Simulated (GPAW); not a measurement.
## CaC2 (Immm): G0W0 with GPAW, start to end

How does a plane-wave GW calculation on CaC2 (Immm) run from the first input to the gap?

Main program and level: GPAW 26.7.0; LDA and many-body steps on it, plane waves.

### 1. Set-up

The structure is orthorhombic, space group Immm (No. 71). Conventional cell: a = 3.790 Å, b = 4.887 Å, c = 5.360 Å, α = 90.00°, β = 90.00°, γ = 90.00°. Ca has 8 C at 2.62 to 2.75 Å nearest. Nearest to C lie 1 C at 1.26 Å and 4 Ca at 2.62 to 2.75 Å. Farther neighbours are not listed.

Coordinates:

```
Ca C
1.0
    -1.89488    2.44326    2.68013
     1.89488   -2.44326    2.68013
     1.89488    2.44326   -2.68013
Ca C
1 2
Direct
  0.00000 0.00000 0.00000
  0.37124 0.50000 0.87124
  0.62876 0.50000 0.12876
```

The cell and positions are those that the Materials Project relaxed with its own functionals (PBE, PBE+U or r2SCAN), kept fixed.

### 2. Ground state

This step: GPAW 26.7.0; DFT, LDA, plane waves, PAW.

The ground-state density comes first.

run.py reads:

```python
import json
import numpy as np
from gpaw.mpi import world
from ase import Atoms
from gpaw import GPAW, PW, FermiDirac

atoms = Atoms(['Ca', 'C', 'C'],
    cell=[[-1.8948765550, 2.4432612300, 2.6801311800],
      [1.8948765550, -2.4432612300, 2.6801311800],
      [1.8948765550, 2.4432612300, -2.6801311800]],
    scaled_positions=[[0.0000000000, 0.0000000000, 0.0000000000],
      [0.3712390700, 0.5000000000, 0.8712390700],
      [0.6287609300, 0.5000000000, 0.1287609300]],
    pbc=(True, True, True))
calc = GPAW(mode=PW(600),
    xc='LDA',
    kpts={'size': (8, 8, 8), 'gamma': True},
    occupations=FermiDirac(0.001),
    nbands=-7,
    convergence={'density': 1e-6, 'bands': -3},
    maxiter=100,
    txt='gs.txt')
atoms.calc = calc
res = {'energy': atoms.get_potential_energy()}
kpts = calc.get_ibz_k_points()
res['kpts'] = kpts
res['eigenvalues'] = [calc.get_eigenvalues(kpt=k) for k in range(len(kpts))]
res['n_electrons'] = calc.get_number_of_electrons()
calc.write('gs.gpw')

if world.rank == 0:
    with open('result.json', 'w') as f:
        json.dump(res, f, default=lambda x: x.tolist())
```

Launch:

```sh
mpirun -n 4 gpaw python run.py
```

The log of the run:

```text
__  _  _
 | _ |_)|_||  |
 |__||  | ||/\| - 26.7.0

Input parameters:
  mode=PW(ecut=600.0),
  convergence={'density': 1e-06, 'bands': -3},
  kpts=MonkhorstPack(size=(8, 8, 8), gamma=True),
  maxiter=100,
  nbands=-7,
  occupations=Occupations(name='fermi-dirac', width=0.001, fixmagmom=False),
  xc=XC(name='LDA')
  [... matrices ...]
Diagonalizing LCAO Hamiltonian
Converting LCAO to pw mode

        C

             C
       Ca

Atoms  # Å, Bohr magnetons
|   | symbol |        x |        y |        z |    initial magnetic moments |
| 0 |     Ca | 0.000000 | 0.000000 | 0.000000 | ( 0.0000,  0.0000,  0.0000) |
| 1 |      C | 1.894877 | 1.814068 | 0.000000 | ( 0.0000,  0.0000,  0.0000) |
| 2 |      C | 0.000000 | 0.629193 | 2.680131 | ( 0.0000,  0.0000,  0.0000) |

Unit cell  # Å
| periodic |         x |         y |         z |  lengths |     angles |
|      yes | -1.894877 |  2.443261 |  2.680131 | 4.091844 | 124.827126 |
|      yes |  1.894877 | -2.443261 |  2.680131 | 4.091844 | 106.674293 |
|      yes |  1.894877 |  2.443261 | -2.680131 | 4.091844 |  98.161683 |

Number of symmetries: 8
Symmetry operations  # r_c * U_cc + t_c -> r_c
|   | kind |            matrix            |
| 0 |  σ   |  1, 1, 1,  0, 0,-1,  0,-1, 0 |
| 1 |  E   |  1, 0, 0,  0, 1, 0,  0, 0, 1 |
| 2 |  C2  |  0, 1, 0,  1, 0, 0, -1,-1,-1 |
| 3 |  C2  |  0, 0, 1, -1,-1,-1,  1, 0, 0 |
| 4 |  σ   |  0, 0,-1,  1, 1, 1, -1, 0, 0 |
| 5 |  σ   |  0,-1, 0, -1, 0, 0,  1, 1, 1 |
| 6 |  i   | -1, 0, 0,  0,-1, 0,  0, 0,-1 |
| 7 |  C2  | -1,-1,-1,  0, 0, 1,  0, 1, 0 |

BZ-sampling:
  Number of BZ points: 512
  Number of IBZ points: 95

  Monkhorst-Pack size: [8, 8, 8]
  Monkhorst-Pack shift: [0.0625, 0.0625, 0.0625]

K-points  # in reciprocal-cell coordinates
|     |                                coordinates |     weight |
|   0 | (  0.00000000,   0.00000000,   0.00000000) | 0.00195312 |
|   1 | (  0.12500000,  -0.12500000,  -0.12500000) | 0.00390625 |
|   2 | (  0.12500000,  -0.12500000,   0.00000000) | 0.00781250 |
|   3 | (  0.12500000,  -0.12500000,   0.12500000) | 0.00390625 |
|   4 | (  0.12500000,   0.00000000,  -0.12500000) | 0.00781250 |
|   5 | (  0.12500000,   0.00000000,   0.00000000) | 0.00781250 |
|   6 | (  0.12500000,   0.12500000,  -0.12500000) | 0.00390625 |
|   7 | (  0.25000000,  -0.25000000,  -0.25000000) | 0.00390625 |
|   8 | (  0.25000000,  -0.25000000,  -0.12500000) | 0.00781250 |
|   9 | (  0.25000000,  -0.25000000,   0.00000000) | 0.00781250 |
| ... |                                            |            |
|  94 | (  0.50000000,   0.50000000,   0.50000000) | 0.00195312 |

Plane wave coefficients: 1688
Cutoff: 600.0 eV

Spin-components: 1 (collinear spins)
Bands:           16
Projectors:      15
Spin-degeneracy: 2
Datatype:        complex128

  Storage: CPU
  Wave functions: 40_298_240 bytes (10_074_560 per core)
  Projectors: 55_410_080 bytes (13_852_520 per core)
  [... matrices ...]
Parallelization:
  kpt:    4
  domain: 1
  band:   1

Density:
  Valence electrons: 18.0
  Components: 1
  Grid points: [24 24 24]
  Charge: 0.0  # |e|

Potential:
  Grid points: [24 24 24]

species:
  Ca:
    name:    Calcium
    Z:       20.0
    valence: 10
    core:    10
    charge:  0.0  # [|e|]
    compensation charges:
      type: gauss
      rc: 0.37  # [Å]
      lmax: 2
    cutoffs:
      filter: 2.10  # [Å]
      core: 1.17  # [Å]
    projectors
    | kind |    occ | energy [eV] | rcut [Å] |
    |   3s |  2.000 |     -46.826 |    1.175 |
    |   4s |  2.000 |      -3.864 |    1.175 |
    |   3p |  6.000 |     -27.986 |    1.154 |
    |    p |        |      -0.774 |    1.154 |
    |    d |        |       0.000 |    0.937 |

    Using partial waves for Ca as LCAO basis

  C:
    name:    Carbon
    Z:       6.0
    valence: 4
    core:    2
    charge:  0.0  # [|e|]
    compensation charges:
      type: gauss
      rc: 0.20  # [Å]
      lmax: 2
    cutoffs:
      filter: 1.14  # [Å]
      core: 1.14  # [Å]
    projectors
    | kind |    occ | energy [eV] | rcut [Å] |
    |   2s |  2.000 |     -13.639 |    0.635 |
    |   2p |  2.000 |      -5.414 |    0.635 |
    |    s |        |      13.573 |    0.635 |
    |    p |        |      21.797 |    0.635 |
    |    d |        |       0.000 |    0.635 |

    Using partial waves for C as LCAO basis

Reference energy: -20504.017930  # eV

eigensolver:
  PPCG
  Converge bands: -3
  niter=2

density mixing:
  MSR1-Mixer
  Pratt-step length: 0.05
  Maximum mixing coefficient: 0.75
  Old densities: 10
  SVD Regularization: 0.005
  Good broyden scale: 1.0
  Trust region scale: 1.0
  Backstep threshold: 4.0
  History deletion threshold: 6.0
  Fourier metric: weight=20.0, sigma=0.015

occupation numbers:
  Fermi-Dirac:
    width: 0.0010  # eV

poisson solver:
  ecut: 4800.0  # eV

xc functional:
  name: None

Initialization done in: 1.107 s

convergence criteria:
- Maximum integral of absolute [dens]ity change: 1e-06 electrons / valence electron
- Maximum [total energy] change in last 3 cyles: 0.0005 eV / valence electron
- Maximum integral of absolute [eigenst]ate change: 4e-08 eV^2 / valence electron
maximum number of iterations: 100

SCF iterations
|iter     |     time |      energy | eigst |  dens |
|iter:   1|  |  -24.559596 | +1.49 |       |
|iter:   2|  |  -24.091803 | +0.49 | -0.89 |
|iter:   3|  |  -22.255555 | +0.11 | -0.94 |
|iter:   4|  |  -22.248024 | -0.53 | -1.62 |
|iter:   5|  |  -22.247680c| -0.78 | -2.01 |
|iter:   6|  |  -22.247738c| -1.29 | -2.90 |
|iter:   7|  |  -22.247742c| -1.85 | -3.51 |
|iter:   8|  |  -22.247742c| -2.14 | -4.50 |
|iter:   9|  |  -22.247742c| -2.49 | -5.09 |
|iter:  10|  |  -22.247742c| -2.81 | -5.92 |
|iter:  11|  |  -22.247742c| -3.38 | -6.61c|
|iter:  12|  |  -22.247742c| -4.24 | -7.43c|
|iter:  13|  |  -22.247742c| -5.29 | -8.25c|
|iter:  14|  |  -22.247742c| -5.95 | -8.87c|
|iter:  15|  |  -22.247742c| -6.76 | -9.32c|
|iter:  16|  |  -22.247742c| -7.50c|-10.04c|

Converged in 16 steps
SCF loop duration: 13.396 s (0.837 s/step)
Energy contributions relative to reference atoms: (reference = -20504.017930)
  [... matrices ...]
Energy contributions:
  Kinetic:          16.299340
  Coulomb:         -15.530172
  Zero:             -0.570249
  External:          0.000000
  Xc:              -22.446661
  Entropy:          -0.000000
  Spinorbit:         0.000000
  ----------------------------
  Free energy:     -22.247742
  Extrapolated:    -22.247742

dipole moment: (-6.273449, -8.089009, -8.873225)  # |e|*Ang

Fermi level: 3.074
Eigenvalues  # (at kpt = [0.000, 0.000, 0.000])
| band index |      eig [eV] | occ [0-2] |
|          0 |       -35.959 |     2.000 |
|          1 |       -17.247 |     2.000 |
|          2 |       -17.242 |     2.000 |
|          3 |       -17.129 |     2.000 |
|          4 |        -9.884 |     2.000 |
|          5 |        -0.012 |     2.000 |
|          6 |         0.090 |     2.000 |
|          7 |         1.704 |     2.000 |
|          8 |         1.965 |     2.000 |
|          9 |         4.520 |     0.000 |
|         10 |         5.784 |     0.000 |
|         11 |         7.683 |     0.000 |
|         12 |         7.982 |     0.000 |
|         13 |         8.589 |     0.000 |
|         14 |        11.094 |     0.000 |
|         15 |        12.129 |     0.000 |

Gap: 2.266 eV
Transition (v -> c):
  (s=0, k=11, n=8, [0.25, -0.25, 0.25]) -> (s=0, k=0, n=9, [0.00, 0.00, 0.00])
Direct/indirect transitions are different
Direct gap: 2.555 eV
Transition at: (s=0, k=0, n=8, [0.00, 0.00, 0.00])
# Writing to gs.gpw (mode='')
  [... matrices ...]
```

Elapsed: 16 s, on 4 MPI ranks of Arm Neoverse V2, shared host; peak memory 0.69 GiB; 65 s of CPU time.

This step gave:

| Property | Result |
| --- | --- |
| total energy | -22.25 eV |
| gap | 2.266 eV |
| k of the valence top | 0.25, -0.25, 0.25 |
| k of the conduction bottom | 0, 0, 0 |
| least direct gap | 2.555 eV |

The gap is indirect, with the least direct gap 0.29 eV higher.

### 3. Bands along the symmetry lines

The cheap functional maps the bands first; the places of the edges decide which points the dearer methods must see.

run.py reads:

```python
import json
import numpy as np
from gpaw.mpi import world
from gpaw import GPAW

path = [[0.000000, 0.000000, 0.000000],
    [0.062500, 0.062500, -0.062500],
    [0.125000, 0.125000, -0.125000],
    [0.187500, 0.187500, -0.187500],
    [0.250000, 0.250000, -0.250000],
    [0.312500, 0.312500, -0.312500],
    [0.375000, 0.375000, -0.375000],
    [0.437500, 0.437500, -0.437500],
    [0.500000, 0.500000, -0.500000],
    [0.484371, 0.515629, -0.484371],
    [0.468741, 0.531259, -0.468741],
    [0.453112, 0.546888, -0.453112],
    [0.437483, 0.562517, -0.437483],
    [0.421853, 0.578147, -0.421853],
    [0.406224, 0.593776, -0.406224],
    [0.390595, 0.609405, -0.390595],
    [0.374965, 0.625035, -0.374965],
    [-0.374965, 0.374965, 0.374965],
    [-0.328095, 0.328095, 0.328095],
    [-0.281224, 0.281224, 0.281224],
    [-0.234353, 0.234353, 0.234353],
    [-0.187483, 0.187483, 0.187483],
    [-0.140612, 0.140612, 0.140612],
    [-0.093741, 0.093741, 0.093741],
    [-0.046871, 0.046871, 0.046871],
    [0.000000, 0.000000, 0.000000],
    [0.057220, -0.057220, 0.057220],
    [0.114441, -0.114441, 0.114441],
    [0.171661, -0.171661, 0.171661],
    [0.228881, -0.228881, 0.228881],
    [0.286102, -0.286102, 0.286102],
    [0.343322, -0.343322, 0.343322],
    [0.400542, -0.400542, 0.400542],
    [0.457763, -0.457763, 0.457763],
    [0.542237, 0.457763, -0.457763],
    [0.536958, 0.463042, -0.463042],
    [0.531678, 0.468322, -0.468322],
    [0.526398, 0.473602, -0.473602],
    [0.521119, 0.478881, -0.478881],
    [0.515839, 0.484161, -0.484161],
    [0.510559, 0.489441, -0.489441],
    [0.505280, 0.494720, -0.494720],
    [0.500000, 0.500000, -0.500000],
    [0.000000, 0.000000, 0.000000],
    [0.000000, 0.062500, 0.000000],
    [0.000000, 0.125000, 0.000000],
    [0.000000, 0.187500, 0.000000],
    [0.000000, 0.250000, 0.000000],
    [0.000000, 0.312500, 0.000000],
    [0.000000, 0.375000, 0.000000],
    [0.000000, 0.437500, 0.000000],
    [0.000000, 0.500000, 0.000000],
    [0.031250, 0.468750, 0.031250],
    [0.062500, 0.437500, 0.062500],
    [0.093750, 0.406250, 0.093750],
    [0.125000, 0.375000, 0.125000],
    [0.156250, 0.343750, 0.156250],
    [0.187500, 0.312500, 0.187500],
    [0.218750, 0.281250, 0.218750],
    [0.250000, 0.250000, 0.250000],
    [0.281250, 0.218750, 0.218750],
    [0.312500, 0.187500, 0.187500],
    [0.343750, 0.156250, 0.156250],
    [0.375000, 0.125000, 0.125000],
    [0.406250, 0.093750, 0.093750],
    [0.437500, 0.062500, 0.062500],
    [0.468750, 0.031250, 0.031250],
    [0.500000, 0.000000, 0.000000],
    [0.437500, 0.000000, 0.000000],
    [0.375000, 0.000000, 0.000000],
    [0.312500, 0.000000, 0.000000],
    [0.250000, 0.000000, 0.000000],
    [0.187500, 0.000000, 0.000000],
    [0.125000, 0.000000, 0.000000],
    [0.062500, 0.000000, 0.000000],
    [0.000000, 0.000000, 0.000000],
    [0.000000, 0.000000, 0.062500],
    [0.000000, 0.000000, 0.125000],
    [0.000000, 0.000000, 0.187500],
    [0.000000, 0.000000, 0.250000],
    [0.000000, 0.000000, 0.312500],
    [0.000000, 0.000000, 0.375000],
    [0.000000, 0.000000, 0.437500],
    [0.000000, 0.000000, 0.500000],
    [0.031250, 0.031250, 0.468750],
    [0.062500, 0.062500, 0.437500],
    [0.093750, 0.093750, 0.406250],
    [0.125000, 0.125000, 0.375000],
    [0.156250, 0.156250, 0.343750],
    [0.187500, 0.187500, 0.312500],
    [0.218750, 0.218750, 0.281250],
    [0.250000, 0.250000, 0.250000]]
calc = GPAW('gs.gpw').fixed_density(kpts=path,
    symmetry='off',
    nbands=19,
    convergence={'bands': 15},
    txt='bands.txt')
res = {}
kpts = calc.get_ibz_k_points()
res['kpts'] = kpts
res['eigenvalues'] = [calc.get_eigenvalues(kpt=k) for k in range(len(kpts))]
res['n_electrons'] = calc.get_number_of_electrons()

if world.rank == 0:
    with open('result.json', 'w') as f:
        json.dump(res, f, default=lambda x: x.tolist())
```

Launch:

```sh
mpirun -n 4 gpaw python run.py
```

The log of the run:

```text
Diagonalizing LCAO Hamiltonian
Converting LCAO to pw mode
convergence criteria:
- Maximum integral of absolute [eigenst]ate change: 4e-08 eV^2 / valence electron
maximum number of iterations: 100

SCF iterations
|iter     |     time |      energy | eigst |  dens |
|iter:   1|  |             | +2.04 |       |
|iter:   2|  |             | +1.07 |       |
|iter:   3|  |             | +0.11 |       |
[...]
|iter:   7|  |             | -5.28 |       |
|iter:   8|  |             | -6.54 |       |
|iter:   9|  |             | -7.57c|       |
SCF steps: 9
  __  _  _
 | _ |_)|_||  |
 |__||  | ||/\| - 26.7.0

Input parameters:
  mode=PW(ecut=600.0),
  convergence={'bands': 15},
  gpts=array([24, 24, 24]),
  kpts=KPoints(kpts=array([[ 0.      ,  0.      ,  0.      ],
         [ 0.0625  ,  0.0625  , -0.0625  ],
         [ 0.125   ,  0.125   , -0.125   ],
         [ 0.1875  ,  0.1875  , -0.1875  ],
[...]
[ 0.484371,  0.515629, -0.484371],
         [ 0.468741,  0.531259, -0.468741],
         [ 0.453112,  0.546888, -0.453112],
[...]
[-0.374965,  0.374965,  0.374965],
         [-0.328095,  0.328095,  0.328095],
         [-0.281224,  0.281224,  0.281224],
[...]
[-0.093741,  0.093741,  0.093741],
         [-0.046871,  0.046871,  0.046871],
[...]
[ 0.515839,  0.484161, -0.484161],
         [ 0.510559,  0.489441, -0.489441],
[...]
[ 0.1875  ,  0.1875  ,  0.3125  ],
         [ 0.21875 ,  0.21875 ,  0.28125 ],
         [ 0.25    ,  0.25    ,  0.25    ]])),
  maxiter=100,
  nbands=19,
  occupations=Occupations(name='fermi-dirac', width=0.001, fixmagmom=False),
  parallel={},
  symmetry=Symmetry(point_group=False, time_reversal=False),
  xc=XC(name='LDA')
```

The job ended after 11 s (4 MPI ranks; peak memory 0.75 GiB; 44 s of CPU time).

This step gave:

- gap: 2.270 eV
- k of the valence top: 0.2861, -0.2861, 0.2861
- k of the conduction bottom: 0, 0, 0
- least direct gap: 2.555 eV

The gap is 2.270 eV, +0.004 eV from the run before at this level.

The electronic bands at the labelled points (eV, zero at the top of the highest filled band):

```
     point  band 6  band 7  band 8  band 9  band 10  band 11  band 12  band 13
         Γ   -2.26   -2.16   -0.55   -0.29     2.27     3.53     5.43     5.73
   halfway   -2.90   -2.63   -0.95   -0.66     4.10     4.62     4.80     6.85
         X   -3.30   -2.19   -1.07   -0.86     4.22     4.77     6.57     7.11
   halfway   -3.31   -2.13   -1.14   -0.96     4.59     4.87     6.33     6.82
        F2   -3.33   -1.96   -1.69   -0.72     5.13     5.44     5.71     6.23
jump to Σ0   -3.33   -1.96   -1.69   -0.72     5.13     5.44     5.71     6.23
   halfway   -2.92   -2.45   -1.02   -0.41     3.31     4.91     5.04     6.57
         Γ   -2.26   -2.16   -0.55   -0.29     2.27     3.53     5.43     5.73
   halfway   -3.92   -1.47   -0.89   -0.05     3.81     5.35     5.97     6.28
        Y0   -3.37   -2.17   -0.97   -0.88     4.25     4.86     6.43     7.08
jump to U0   -3.37   -2.17   -0.97   -0.88     4.25     4.86     6.43     7.08
   halfway   -3.32   -2.18   -1.05   -0.87     4.23     4.80     6.53     7.10
         X   -3.30   -2.19   -1.07   -0.86     4.22     4.77     6.57     7.11
 jump to Γ   -2.26   -2.16   -0.55   -0.29     2.27     3.53     5.43     5.73
   halfway   -2.76   -2.45   -0.94   -0.65     3.22     4.56     5.55     6.27
         R   -3.22   -2.80   -1.27   -0.79     4.29     6.04     6.46     7.04
   halfway   -3.23   -2.52   -1.39   -0.69     3.83     5.12     6.27     7.37
         W   -3.23   -1.92   -1.84   -0.60     3.66     4.27     6.10     7.48
   halfway   -3.80   -1.67   -1.49   -0.41     4.50     4.51     6.25     6.47
         S   -4.24   -1.63   -0.98   -0.21     4.71     5.29     6.16     6.61
   halfway   -3.58   -1.30   -0.76   -0.68     3.36     4.53     5.42     6.28
         Γ   -2.26   -2.16   -0.55   -0.29     2.27     3.53     5.43     5.73
   halfway   -3.32   -1.32   -0.93   -0.66     2.70     4.44     5.82     6.30
         T   -3.35   -1.39   -1.15   -0.71     2.50     3.74     6.85     6.92
   halfway   -3.30   -1.67   -1.53   -0.64     3.22     3.71     6.85     7.42
         W   -3.23   -1.92   -1.84   -0.60     3.66     4.27     6.10     7.48
```

The electronic bands as a text plot (rows in eV, shown from -8.0 to 6.3 only; labels by their first letter):

```
    6.0 |++  +   +++   ++ ++++ ++   ++ ++++++++++++ +++  ++     +
    5.4 |++       ++++  ++++++ ++  ++++         ++++++++++
    4.8 |  ++ ++++++ +++     +++ ++  ++   +    +++++
    4.2 |   +++++   +  ++   + + +++ +  +++ ++++     +    +++    +
    3.6 |+++         +   +++       +  +   ++++     ++++++   +++++
    3.1 | +           ++     +      ++
    2.5 |+              +++++      +                 ++++++++++
    1.9 |
    1.3 |
    0.7 |
    0.1 |                     **                 *
   -0.5 |******   ************  *  ************** ***************
   -1.1 |  *******   **     *******  ******    ******    ******
   -1.7 |         ***      *  **           ********  ****     ***
   -2.3 |*** ***** ********     *******   **          **
   -2.9 |  ****      ***   *         *****           *  **
   -3.5 |      ******       **  ***     *******     *     *******
   -4.1 |                     **               *****
   -4.7 |
   -5.3 |
   -5.9 |
   -6.5 |
   -7.1 |
   -7.7 |
         Γ      XF|Σ      Γ     YX|Γ    R   W    S    Γ      T  W
```

### 4. Empty states on the mesh, 4×4×4 mesh, 238 bands

The sums over transitions need many empty states on a uniform mesh; this step solves for them.

run.py reads:

```python
import json
import numpy as np
from gpaw.mpi import world
from gpaw import GPAW

calc = GPAW('gs.gpw').fixed_density(kpts={'size': (4, 4, 4), 'gamma': True},
    parallel={'domain': 1, 'band': 1},
    txt='nscf.txt')
calc.diagonalize_full_hamiltonian(nbands=238)
calc.write('full.gpw', mode='all')
res = {}
kpts = calc.get_ibz_k_points()
res['kpts'] = kpts
res['eigenvalues'] = [calc.get_eigenvalues(kpt=k) for k in range(len(kpts))]
res['n_electrons'] = calc.get_number_of_electrons()

if world.rank == 0:
    with open('result.json', 'w') as f:
        json.dump(res, f, default=lambda x: x.tolist())
```

Launch:

```sh
mpirun -n 4 gpaw python run.py
```

The log of the run:

```text
Diagonalizing LCAO Hamiltonian
Converting LCAO to pw mode
convergence criteria:
- Maximum integral of absolute [eigenst]ate change: 4e-08 eV^2 / valence electron
maximum number of iterations: 100

SCF iterations
|iter     |     time |      energy | eigst |  dens |
|iter:   1|  |             | +1.58 |       |
|iter:   2|  |             | +0.59 |       |
|iter:   3|  |             | +0.03 |       |
[...]
|iter:  20|  |             | -6.84 |       |
|iter:  21|  |             | -7.19 |       |
|iter:  22|  |             | -7.51c|       |
SCF steps: 22
  __  _  _
 | _ |_)|_||  |
 |__||  | ||/\| - 26.7.0

Input parameters:
  mode=PW(ecut=600.0),
  convergence={'density': 1e-06, 'bands': -3},
  gpts=array([24, 24, 24]),
  kpts=MonkhorstPack(size=(4, 4, 4), gamma=True),
  maxiter=100,
  nbands=16,
  occupations=Occupations(name='fermi-dirac', width=0.001, fixmagmom=False),
  parallel={'domain': 1, 'band': 1},
  xc=XC(name='LDA')
Matrix size: 1664x1664
# Writing to full.gpw (mode='all')
  [... matrices ...]

timing:  # [seconds]
  Total: 20.647  # ━━━━━━━━━━━━━━━━━━━━━━━━━━━━━━━━━━━━━━━━━━━━━━━━━━━━━━━━━━
```

Elapsed: 26 s, on 4 MPI ranks; peak memory 1.6 GiB; 1.7 min of CPU time.

This step gave:

```yaml
gap: 2.266 eV
k_of_the_valence_top: 0.25, -0.25, 0.25
k_of_the_conduction_bottom: 0, 0, 0
least_direct_gap: 2.555 eV
k_points_computed: 18
lowest_point_of_the_top_converged_band_above_the_valence_top: 150.5074 eV
```

On this mesh the gap is 2.266 eV.

[end of part 1 of 2]

[Paths, hosts, dates, memory and timing lines, banners, echoed tables and standing remarks are left out of the program output.]

[Logs are printed without paths, hosts, clocks, repeated set-up lines and the standing remarks that a program may print on its own settings, such as how far it seeks lower states.]

[Runs of the session that timed out or met a known fault of the program may be left out.]

[Hosts, paths, dates, database ids (printed as entryN), source tags and the programs' standing remarks are cut or masked in the printed files.]
